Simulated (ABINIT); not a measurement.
# TePb (Fm-3m): G0W0 in ABINIT against the bands in the self-energy, part 2 of 2

How does the gap of TePb (Fm-3m) converge in the bands in the self-energy?

ABINIT 10.8.3; PBE and many-body steps on it, plane waves. Known limits of the many-body steps: not at the basis limit; exchange with frozen shells missing; mesh may overstate the screening; no spin-orbit coupling; coarse k mesh.

So far. Step 2 (Screening, 4×4×4 mesh, 448 bands, screening to 272.1 eV): Local fields lower ε∞ by 7 %.

## 6. 124 bands

Level of this step: G0W0 on PBE, plane waves, norm-conserving pseudopotentials (ABINIT).

The self-energy is evaluated for the states that the input lists, and the levels follow from it, in one-shot runs by the linearised quasiparticle equation.

Contents of run.abi:

```
acell 3*1.0 Angstrom
rprim 
  -0.000000000000 3.231000000000 3.231000000000
  3.231000000000 0.000000000000 3.231000000000
  3.231000000000 3.231000000000 0.000000000000
ntypat 2
znucl 52 82
natom 2
typat 1 2
xred 
  0.500000000000 0.500000000000 0.500000000000
  0.000000000000 -0.000000000000 -0.000000000000
pp_dirpath "pseudos"
pseudos "Te.upf, Pb.upf"
ecut 34
ngkpt 4 4 4
nshiftk 1
shiftk 0 0 0
kptopt 1
chksymbreak 0
istwfk *1
occopt 1
irdwfk 1
optdriver 4
nband 124
gwcalctyp 0
ecutsigx 34
symsigma 1
nkptgw 2
kptgw 
  0.5000000000 0.0000000000 0.0000000000
  0.0000000000 0.0000000000 0.0000000000
bdgw 
  13 18
  13 18
ecuteps 10
irdscr 1
ppmodel 1
indata_prefix "in"
outdata_prefix "out"
tmpdata_prefix "tmp"
```

Started as:

```console
$ OMP_NUM_THREADS=1 mpirun -n 8 abinit run.abi > log
```

What it wrote:

```text
.Version 10.8.3 of ABINIT. v10.8.2 released Aug 2026.

 Symmetries : space group Fm -3 m (#225); Bravais cF (face-center cubic)
[... echo of the input left out ...]
== DATASET  1 ==================================================================
-   mpi_nproc: 8, omp_nthreads: 1 (-1 if OMP is not activated)

--- !DatasetInfo
iteration_state: {dtset: 1, }
dimensions: {natom: 2, nkpt: 8, mband: 124, nsppol: 1, nspinor: 1, nspden: 1, mpw: 4338, }
cutoff_energies: {ecut:  34.0, pawecutdg:  -1.0, }
[...]
Band     E0 <VxcDFT>   SigX SigC(E0)      Z dSigC/dE  Sig(E)    E-E0       E
[...]
17   8.279 -10.803  -7.343  -4.058   0.783  -0.277 -11.271  -0.468   7.812
       18   8.279 -10.803  -7.343  -4.058   0.783  -0.277 -11.271  -0.468   7.812

== END DATASET(S) ==============================================================
================================================================================

 -outvars: echo values of variables after computation  --------
           etotal      0.0000000000E+00
            nband         124
             nkpt           8
          spgroup         225
 [... the other variables as echoed above ...]

 Calculation completed.
```

Elapsed: 86 s, on 8 MPI ranks of Arm Neoverse N1, shared host; peak memory 3.7 GiB.

Numbers from this step:

* G0W0 gap on the points computed: 1.065 eV
* starting gap on the mesh: 0.7358 eV
* k of the valence top: 0.5, 0, 0
* k of the conduction bottom: 0.5, 0, 0
* least direct G0W0 gap on the computed points: 1.065 eV

The gap on the mesh goes from 0.74 eV to 1.06 eV, a correction of +0.33 eV.

## 7. 268 bands

run.abi, as its differences from that of step 6:

```diff
@@ -24,3 +24,3 @@
 optdriver 4
-nband 124
+nband 268
 gwcalctyp 0
```

What it wrote:

```text
.Version 10.8.3 of ABINIT. v10.8.2 released Aug 2026.

 Symmetries : space group Fm -3 m (#225); Bravais cF (face-center cubic)
[... echo of the input left out ...]
== DATASET  1 ==================================================================
-   mpi_nproc: 8, omp_nthreads: 1 (-1 if OMP is not activated)

--- !DatasetInfo
iteration_state: {dtset: 1, }
dimensions: {natom: 2, nkpt: 8, mband: 268, nsppol: 1, nspinor: 1, nspden: 1, mpw: 4338, }
cutoff_energies: {ecut:  34.0, pawecutdg:  -1.0, }
[...]
Band     E0 <VxcDFT>   SigX SigC(E0)      Z dSigC/dE  Sig(E)    E-E0       E
[...]
17   8.279 -10.803  -7.343  -4.216   0.782  -0.278 -11.394  -0.591   7.688
       18   8.279 -10.803  -7.343  -4.216   0.782  -0.278 -11.394  -0.591   7.688

== END DATASET(S) ==============================================================
================================================================================

 -outvars: echo values of variables after computation  --------
           etotal      0.0000000000E+00
            nband         268
             nkpt           8
          spgroup         225
 [... the other variables as echoed above ...]

 Calculation completed.
```

Run time: 2.9 min. Hardware: 8 MPI ranks; peak memory 4.6 GiB; 23 min of CPU time.

This step gave:

```
G0W0 gap on the points computed              : 1.113 eV
starting gap on the mesh                     : 0.7358 eV
k of the valence top                         : 0.5, 0, 0
k of the conduction bottom                   : 0.5, 0, 0
least direct G0W0 gap on the computed points : 1.113 eV
```

Against the run before, the gap moves by +0.048 eV.

## 8. 448 bands

run.abi, as its differences from that of step 7:

```diff
@@ -24,3 +24,3 @@
 optdriver 4
-nband 268
+nband 448
 gwcalctyp 0
```

What it wrote:

```text
.Version 10.8.3 of ABINIT. v10.8.2 released Aug 2026.

 Symmetries : space group Fm -3 m (#225); Bravais cF (face-center cubic)
[... echo of the input left out ...]
== DATASET  1 ==================================================================
-   mpi_nproc: 8, omp_nthreads: 1 (-1 if OMP is not activated)

--- !DatasetInfo
iteration_state: {dtset: 1, }
dimensions: {natom: 2, nkpt: 8, mband: 448, nsppol: 1, nspinor: 1, nspden: 1, mpw: 4338, }
cutoff_energies: {ecut:  34.0, pawecutdg:  -1.0, }
[...]
Band     E0 <VxcDFT>   SigX SigC(E0)      Z dSigC/dE  Sig(E)    E-E0       E
[...]
17   8.279 -10.803  -7.343  -4.260   0.782  -0.279 -11.428  -0.625   7.654
       18   8.279 -10.803  -7.343  -4.260   0.782  -0.279 -11.428  -0.625   7.654

== END DATASET(S) ==============================================================
================================================================================

 -outvars: echo values of variables after computation  --------
           etotal      0.0000000000E+00
            nband         448
             nkpt           8
          spgroup         225
 [... the other variables as echoed above ...]

 Calculation completed.
```

It took 4.8 min on 8 MPI ranks; peak memory 5.7 GiB; 38 min of CPU time.

This step gave:

```yaml
g0w0_gap_on_the_points_computed: 1.126 eV
starting_gap_on_the_mesh: 0.7358 eV
k_of_the_valence_top: 0.5, 0, 0
k_of_the_conduction_bottom: 0.5, 0, 0
least_direct_g0w0_gap_on_the_computed_points: 1.126 eV
```

Against the run before, the gap moves by +0.013 eV.

## 9. Side by side

Times are wall times on 8 MPI ranks of Arm Neoverse N1, shared host, good to a factor of about two. A run's time includes the screening step that it read.

```tsv
run	mesh	bands	screening cutoff (eV)	DFT gap (eV)	gap on the mesh (eV)	direct (eV)	ε∞ used	time
23 bands	4×4×4	23	272.1	0.736	0.823	0.823	38.74	13 min
28 bands	4×4×4	28	272.1	0.736	0.848	0.848	38.74	13 min
53 bands	4×4×4	53	272.1	0.736	0.950	0.950	38.74	13 min
124 bands	4×4×4	124	272.1	0.736	1.065	1.065	38.74	14 min
268 bands	4×4×4	268	272.1	0.736	1.113	1.113	38.74	15 min
448 bands	4×4×4	448	272.1	0.736	1.126	1.126	38.74	17 min
```

## 10. Outcome

```yaml
23_bands: 0.823 eV
28_bands: 0.848 eV
53_bands: 0.950 eV
124_bands: 1.065 eV
268_bands: 1.113 eV
448_bands: 1.126 eV
known_limits: not at the basis limit; model gap, bands may invert with spin-orbit coupling; exchange with frozen shells missing; mesh may overstate the screening; no spin-orbit coupling; coarse k mesh
```

What this shows: The setting moved: bands in the self-energy. From 23 bands to 448 bands the gap moves by +0.30 eV. The last step still moves it by +0.013 eV. Bands and screening cutoff are coupled, so a series along one setting does not show full convergence. Bands and cutoff are finite, so the gap is not at the basis limit. The miss can reach some tenths of an eV and take either sign; the mesh is an error of its own. In the first G0W0 run levels were corrected at 2 k points alone, so a gap called «on the mesh» is the least over those, and an edge elsewhere would be missed. The 4×4×4 mesh is coarse for this cell, which bears on the long-range parts of exchange and screening. Where an edge is built on 6p states of lead, bismuth or thallium, scalar-relativistic gaps usually stand too wide, by a few tenths to over one eV. With atoms this heavy and so narrow a gap, spin-orbit coupling can invert the bands. These scalar-relativistic gaps are then model values, not to be set against experiment, and a spin-orbit change taken from DFT can't simply be added. The norm-conserving file of at least one element keeps a d shell over frozen s and p shells of the same row. Exchange with those shells is missing from the self-energy, an error of 0.3 to 0.9 eV in cases checked, whose sign depends on which edge lies on those atoms. For the PBE start: The RPA ε∞ on this mesh reaches over 25; with a narrow direct gap a coarse mesh can overstate it, and the correction is then too small.

[Paths, hosts, dates, memory and timing lines, banners, echoed tables and standing remarks are left out of the program output.]

[Logs are printed without paths, hosts, clocks, repeated set-up lines and the standing remarks that a program may print on its own settings, such as how far it seeks lower states.]

[Runs of the session that timed out or met a known fault of the program may be left out.]

[No measured gap is set beside runs whose start may be inverted or whose files or cutoffs have a known fault.]

[Hosts, paths, dates, database ids (printed as entryN), source tags and the programs' standing remarks are cut or masked in the printed files.]

[G0W0 gaps are taken among the corrected bands and points alone; a level outside them can change the order at an edge.]

[Where Ansatz stands beside ABINIT at settings called matched, ABINIT's density can come from a denser mesh and the files from another edition; pairs whose starting gaps differed by over 0.03 eV were left out, so agreement reads better than it is.]
